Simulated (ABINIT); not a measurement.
# Dielectric function and optical constants of LiH

Wanted: where LiH starts to absorb, how strongly, and its refractive index. The cell comes from an older database entry, whose edges can differ from later determinations, mostly by under a per cent.

Main program and level: ABINIT 10.8.3; DFT, PBE, plane waves with norm-conserving potentials (PseudoDojo 0.4.1), scalar-relativistic, independent-particle linear optical response without local fields.

The database entry behind the starting cell differs from later determinations by our own check (the deuteride, about 0.2 % short), so it need not match the best structure at ambient conditions.

**1. Set-up**

Symmetry: Fm-3m, No. 225, cubic system. Conventional cell: a = 4.074 Å, b = 4.074 Å, c = 4.074 Å, α = 90.00°, β = 90.00°, γ = 90.00°. Nearest to Li lie 6 H at 2.04 Å. Nearest to H lie 6 Li at 2.04 Å. Farther neighbours are not listed.

**2. Ground state, bands and velocity matrix elements**

First the ground state: is it a metal or has it a gap?

This step: DFT, PBE, plane waves with norm-conserving potentials (PseudoDojo 0.4.1), scalar-relativistic, ground state, bands at fixed density and velocity matrix elements (ABINIT 10.8.3).

run.abi reads:

```
# ground state, bands on a dense mesh, and the derivatives d/dk of the wave functions
ndtset 3

ngkpt1 9 9 9
shiftk1 0.0 0.0 0.0
tolvrs1 1.0d-12
nband1 6
prtden1 1

iscf2 -2
getden2 1
ngkpt2 14 14 14
shiftk2 0.0 0.0 0.0
kptopt2 1
nband2 14
nbdbuf2 4
tolwfr2 1.0d-14

optdriver3 8
wfk_task3 "wfk_ddk"
prtevk3 1
getwfk3 2
getden3 1
iscf3 -2
ngkpt3 14 14 14
shiftk3 0.0 0.0 0.0
kptopt3 1
nband3 14

nshiftk 1
occopt 3
tsmear 0.001837
ecut 45.0
nstep 80
iomode 3
chksymbreak 0
chkprim 0
chksymtnons 0
acell 3*1.0 Angstrom
rprim
  0.000000000000 2.036750000000 2.036750000000
  2.036750000000 0.000000000000 2.036750000000
  2.036750000000 2.036750000000 0.000000000000
natom 2
ntypat 2
znucl 3 1
typat 1 2
xred
  0.000000000000 0.000000000000 0.000000000000
  0.500000000000 0.500000000000 0.500000000000
pseudos "Li.upf, H.upf"
```

Command:

```
$ mpirun -n 4 abinit run.abi
```

Numbers of over 12 decimals in the logs are rounded to 6 here.

The log of the run:

```text
DATASET    1 : space group Fm -3 m (#225); Bravais cF (face-center cubic)
 DATASET    2 : space group Fm -3 m (#225); Bravais cF (face-center cubic)
 DATASET    3 : space group Fm -3 m (#225); Bravais cF (face-center cubic)
            ngfft          36      36      36
                         0.03292    0.03292    0.03292    0.03292    0.03292    0.03292
                         0.01646    0.00823    0.03292    0.03292    0.03292    0.03292
                         0.01646    0.00823    0.03292    0.03292    0.01646    0.00823
                         0.01646    0.03292    0.06584    0.06584    0.03292    0.06584
                         0.06584    0.03292    0.03292    0.03292    0.03292
                         0.00292    0.00146    0.00219    0.00875    0.00875    0.00875
                         0.00875    0.00875    0.00875    0.00875    0.00875    0.00875
                         0.00875    0.00875    0.00437    0.00219    0.00875    0.00875
                         0.00875    0.00875    0.00875    0.00875    0.00875    0.00875
                         0.00875    0.00437    0.00219    0.00875    0.00875    0.00875
                         0.00875    0.00875    0.00875    0.00875    0.00437    0.00219
                         0.00875    0.00875    0.00875    0.00875    0.00875    0.00437
                         0.00292    0.00146    0.00219    0.00875    0.00875    0.00875
                         0.00875    0.00875    0.00875    0.00875    0.00875    0.00875
                         0.00875    0.00875    0.00437    0.00219    0.00875    0.00875
                         0.00875    0.00875    0.00875    0.00875    0.00875    0.00875
                         0.00875    0.00437    0.00219    0.00875    0.00875    0.00875
[...]
== DATASET  1 ==================================================================
 Real(R)+Recip(G) space primitive vectors, cartesian coordinates (Bohr,Bohr^-1):
 R(1)=  0.0000000  3.8488997  3.8488997  G(1)= -0.1299073  0.1299073  0.1299073
 R(2)=  3.8488997  0.0000000  3.8488997  G(2)=  0.1299073 -0.1299073  0.1299073
 R(3)=  3.8488997  3.8488997  0.0000000  G(3)=  0.1299073  0.1299073 -0.1299073
 Unit cell volume ucvol=  1.1403542E+02 bohr^3
 Angles (23,13,12)=  6.00000000E+01  6.00000000E+01  6.00000000E+01 degrees
 getcut: wavevector=  0.0000  0.0000  0.0000  ngfft=  36  36  36
     iter   Etot(hartree)      deltaE(h)  residm     vres2
 ETOT  1  -7.811144    -7.811E+00 2.497E-02 4.459E+01
 ETOT  2  -7.817819    -6.675E-03 6.353E-04 6.587E-01
 ETOT  3  -7.817832    -1.324E-05 1.089E-05 1.106E-02
 ETOT  4  -7.817832    -1.196E-07 3.539E-06 2.010E-04
 ETOT  5  -7.817832    -3.285E-09 9.537E-07 3.632E-07
 ETOT  6  -7.817832    -9.390E-12 3.360E-07 4.617E-09
 ETOT  7  -7.817832    -3.766E-13 9.376E-08 4.108E-11
 ETOT  8  -7.817832     1.670E-13 3.254E-08 9.096E-14
 At SCF step    8       vres2   =  9.10E-14 < tolvrs=  1.00E-12 =>converged.
 Cartesian components of stress tensor (hartree/bohr^3)
  sigma(1 1)=  5.60143598E-05  sigma(3 2)=  0.00000000E+00
  sigma(2 2)=  5.60143598E-05  sigma(3 1)=  0.00000000E+00
  sigma(3 3)=  5.60143598E-05  sigma(2 1)=  0.00000000E+00
 Mean square residual over all n,k,spin=   15.495E-11; max=  32.536E-09
 Fermi (or HOMO) energy (hartree) =   0.05263   Average Vxc (hartree)=  -0.30382
 Eigenvalues (hartree) for nkpt=  35  k points:
 kpt#   1, nband=  6, wtk=  0.00137, kpt=  0.0000  0.0000  0.0000 (reduced coord)
[...]
kinetic             :  5.77753867462969E+00
hartree             :  1.64474731007030E+00
xc                  : -2.05296475353472E+00
Ewald energy        : -3.40272690322020E+00
psp_core            :  1.08930009251063E-01
local_psp           : -5.17120441695550E+00
non_local_psp       : -4.72215186088049E+00
internal            : -7.81783194063986E+00
'-kT*entropy'       :  1.18469075879688E-16
total_energy        : -7.81783194063986E+00
total_energy_eV     : -2.12734044542918E+02
 Cartesian components of stress tensor (hartree/bohr^3)
  sigma(1 1)=  5.60143598E-05  sigma(3 2)=  0.00000000E+00
  sigma(2 2)=  5.60143598E-05  sigma(3 1)=  0.00000000E+00
  sigma(3 3)=  5.60143598E-05  sigma(2 1)=  0.00000000E+00
-Cartesian components of stress tensor (GPa)         [Pressure= -1.6480E+00 GPa]
== DATASET  2 ==================================================================
 Real(R)+Recip(G) space primitive vectors, cartesian coordinates (Bohr,Bohr^-1):
 R(1)=  0.0000000  3.8488997  3.8488997  G(1)= -0.1299073  0.1299073  0.1299073
 R(2)=  3.8488997  0.0000000  3.8488997  G(2)=  0.1299073 -0.1299073  0.1299073
 R(3)=  3.8488997  3.8488997  0.0000000  G(3)=  0.1299073  0.1299073 -0.1299073
 Unit cell volume ucvol=  1.1403542E+02 bohr^3
 Angles (23,13,12)=  6.00000000E+01  6.00000000E+01  6.00000000E+01 degrees
 getcut: wavevector=  0.0000  0.0000  0.0000  ngfft=  36  36  36
 Mean square residual over all n,k,spin=   25.640E-16; max=  99.986E-16
 Eigenvalues (hartree) for nkpt= 104  k points:
 kpt#   1, nband= 14, wtk=  0.00036, kpt=  0.0000  0.0000  0.0000 (reduced coord)
  -1.64068   -0.20589    0.55577    0.62677    0.62677    0.62677    0.79786    0.79786
[...]
== DATASET  3 ==================================================================
            ngfft          36      36      36
[...]
0.06584    0.03292    0.03292    0.03292    0.03292
[...]
0.00875    0.00875    0.00875    0.00875    0.00875    0.00437
                         0.00292    0.00146    0.00219    0.00875    0.00875    0.00875
                         0.00875    0.00875    0.00875    0.00875    0.00875    0.00875
                         0.00875    0.00875    0.00437    0.00219    0.00875    0.00875
                         0.00875    0.00875    0.00875    0.00875    0.00875    0.00875
                         0.00875    0.00437    0.00219    0.00875    0.00875    0.00875
                         0.00875    0.00875    0.00875    0.00875    0.00437    0.00219
                         0.00875    0.00875    0.00875    0.00875    0.00875    0.00437
[shortened to cell, iterations, levels, energies and stress; the echo of variables, forces, comments, warnings and credits are left out]
```

Elapsed: 9.6 s, on 4 MPI ranks of Arm Neoverse V2, shared host; peak memory 0.1 GiB.

Numbers from this step:

| Item | Value |
| --- | --- |
| total energy | -7.818 Ha |
| gap on the k-mesh | 3.022 eV |
| direct gap on the mesh | 3.022 eV |

There is a gap, 3.02 eV on this mesh (points off the mesh can give less), so no carriers' term is needed.

**3. Optical response**

The spectrum is a sum over vertical transitions between filled and empty bands at the fixed density, so many empty bands are needed.

This step: DFT, PBE, plane waves with norm-conserving potentials (PseudoDojo 0.4.1), scalar-relativistic, independent-particle linear optical response without local fields (ABINIT 10.8.3).

optic.abi reads:

```
&FILES
 ddkfile_1 = 'runo_DS3_1_EVK.nc',
 ddkfile_2 = 'runo_DS3_2_EVK.nc',
 ddkfile_3 = 'runo_DS3_3_EVK.nc',
 wfkfile = 'runo_DS2_WFK.nc'
/
&PARAMETERS
 broadening = 0.001470,
 domega = 0.0014700,
 maxomega = 0.58799,
 scissor = 0.0,
 tolerance = 0.002,
 nband_sum = 10
/
&COMPUTATIONS
 num_lin_comp = 1,
 lin_comp = 11,
 num_nonlin_comp = 0,
 num_linel_comp = 0,
 num_nonlin2_comp = 0
/
```

Command:

```
$ optic optic.abi
```

The log of the run:

```text

 OPTIC has originally been developed by
 S. Sharma, J. K. Dewhurst and C. Ambrosch-Draxl, Phys. Rev. B 67, 165332 (2003), and
 S. Sharma and C. Ambrosch-Draxl, Physica Scripta T 109 (2004).

 rprimd(bohr)      =   0.00000   3.84890   3.84890
                       3.84890   0.00000   3.84890
                       3.84890   3.84890   0.00000
 natom             =       2
 nkpt,mband        =     104      14
 ecut              =  45.00000 Ha
 newocc: new Fermi energy is       0.045357 , with nelect=      4.000000, Number of bisection calls: 7
 Fermi level: 1.2342  (eV)

 fermie            =   0.04536 Ha   1.23423 eV
 Scissor shift     =   0.00000 Ha
 Tolerance on closeness to singularities     =   0.00200 Ha
 Smearing factor      =   0.00147 Ha
 Will use the antiresonant approximation (meaning that the antiresonant terms are neglected)
 Will not perform the bands decomposition
 linear coeffs to be calculated :
 11
 non-linear coeffs to be calculated :

 electronic part of electro-optic coeffs to be calculated :

 non-linear coeffs (V2) to be calculated :

 linear optic matrix elements will be printed :0
 optic : Call pmat2cart
 No scissor shift to be applied. Returning to main optic routine.
 optic : Call linopt
  linopt            1           1
 calculated the component:           1           1   of dielectric function
  with broadening:         (0.000000,1.46999999999999995E-003)
 and scissors shift:   0.000000
 energy window:   79.462021      eV   2.920175      Ha
 optic : Call nlinopt
 optic : Call linelop
 optic : Call nonlinopt

================================================================================

 Calculation completed.
-
program: optic
version: 10.8.3
start_datetime:
end_datetime:
overall_cpu_time:           0.1
overall_wall_time:           0.1
mpi_procs: 1
omp_threads: 1
...
```

Run time: 0.56 s. Hardware: 1 thread; peak memory 0.05 GiB.

Numbers from this step:

```
electronic dielectric constant ε∞, mean over x, y and z (by symmetry where fewer were run) : 4.338
```

The Im ε, E ∥ x has structure finer than the step of the table below, so its rows give means over 0.5 eV, whole bins alone (the curve runs from 0.0400 to 15.9 eV). Peaks (eV: height): 4.08: 11.1, 4.76: 9.62, 5.36: 11.5, 6.44: 17.4, 6.72: 9.26, 7.16: 10.9, 7.80: 9.78.

Sum at mesh points, not converged in k; values under the direct gap are tails of Lorentzian lines. Im ε, E ∥ x against photon energy; means over each step:

```csv
photon energy (eV),"Im ε, E ∥ x"
0.5,0.00513
1.0,0.0112
1.5,0.0198
2.0,0.0354
2.5,0.0806
3.0,1.31
3.5,3.16
4.0,5.16
4.5,2.84
5.0,3.64
5.5,5.30
6.0,3.76
6.5,7.62
7.0,6.27
7.5,4.23
8.0,4.26
8.5,3.05
9.0,2.00
9.5,1.54
10.0,1.36
10.5,1.10
11.0,0.851
11.5,0.990
12.0,1.22
12.5,0.693
13.0,0.707
13.5,0.429
14.0,0.546
14.5,0.276
15.0,0.362
15.5,0.248
```

The reflectivity at normal incidence, E ∥ x has structure finer than the step of the table below, so its rows give means over 0.5 eV, whole bins alone (the curve runs from 0.0400 to 15.9 eV). Peaks (eV: height): 7.32: 55.0, 7.88: 59.1, 8.04: 59.3, 8.88: 63.1, 9.16: 67.4, 10.68: 68.7, 13.28: 60.1.

Sum at mesh points, not converged in k. The reflectivity at normal incidence, E ∥ x by photon energy; means over each step:

```csv
photon energy (eV),"reflectivity at normal incidence, E ∥ x (%)"
0.5,12.5
1.0,12.8
1.5,13.5
2.0,14.6
2.5,16.6
3.0,21.8
3.5,22.5
4.0,26.7
4.5,18.4
5.0,20.9
5.5,26.2
6.0,20.9
6.5,35.6
7.0,35.0
7.5,34.8
8.0,45.2
8.5,36.6
9.0,49.0
9.5,35.6
10.0,34.4
10.5,41.4
11.0,24.7
11.5,26.2
12.0,25.2
12.5,30.4
13.0,33.5
13.5,28.5
14.0,27.7
14.5,26.6
15.0,23.5
15.5,14.5
```

The loss function −Im 1/ε at q → 0, E ∥ x has structure finer than the step of the table below, so its rows give means over 0.5 eV, whole bins alone (the curve runs from 0.0400 to 15.9 eV). Peaks (eV: height): 12.96: 3.37, 13.48: 4.31, 14.36: 6.77, 14.64: 6.57, 15.00: 4.85, 15.20: 7.26, 15.76: 4.23.

Sum at mesh points, not converged in k; values under the direct gap are tails of Lorentzian lines. The loss function −Im 1/ε at q → 0, E ∥ x by energy loss; means over each step:

```csv
energy loss (eV),"loss function −Im 1/ε at q → 0, E ∥ x"
1.0,5.6e-4
1.5,9.1e-4
2.0,0.00141
2.5,0.00246
3.0,0.0202
3.5,0.0603
4.0,0.0972
4.5,0.120
5.0,0.116
5.5,0.154
6.0,0.154
6.5,0.0951
7.0,0.159
7.5,0.221
8.0,0.198
8.5,0.280
9.0,0.280
9.5,0.504
10.0,0.581
10.5,0.570
11.0,1.18
11.5,0.962
12.0,0.751
12.5,1.20
13.0,1.18
13.5,2.14
14.0,1.66
14.5,3.26
15.0,3.03
15.5,2.62
```

At chosen wavelengths:

```csv
wavelength (nm),n,k,R (%),1/α
800,2.16,0.005,13.5,13 µm
633,2.22,0.007,14.4,6.8 µm
532,2.31,0.012,15.7,3.6 µm
450,2.50,0.029,18.4,1.2 µm
365,2.66,0.254,20.9,114 nm
308,3.32,1.088,33.1,23 nm
248,2.26,0.354,15.9,56 nm
```

Below the direct gap, k and the depth come from the tails of the Lorentzian lines, not from transitions.

Rows near the edge hang on the gap, which this functional as a rule makes too small, and phonon-assisted absorption is left out.

**4. Summary of results**

| Quantity | Value |
| --- | --- |
| electronic dielectric constant ε∞, mean over x, y and z (by symmetry where fewer were run) (independent particles) | 4.34 |

What this shows: At this level (PBE, independent particles) LiH has ε∞ = 4.34 and n = 2.10 at 1550 nm. On the mesh the gap is 3.02 eV and the least direct gap 3.02 eV. Excitons and phonon-assisted transitions are missing, and so are local fields; PBE gaps are as a rule too small, which pulls the onset down and ε∞ up. The sum runs over mesh points 0.19 Å⁻¹ apart with no interpolation, so peaks are partly noise of the mesh and static values carry its error.

[Logs are printed without paths, hosts, clocks, repeated set-up lines and the standing remarks that a program may print on its own settings, such as how far it seeks lower states.]

[Hosts, paths, dates, database ids (printed as entryN), source tags and the programs' standing remarks are cut or masked in the printed files.]
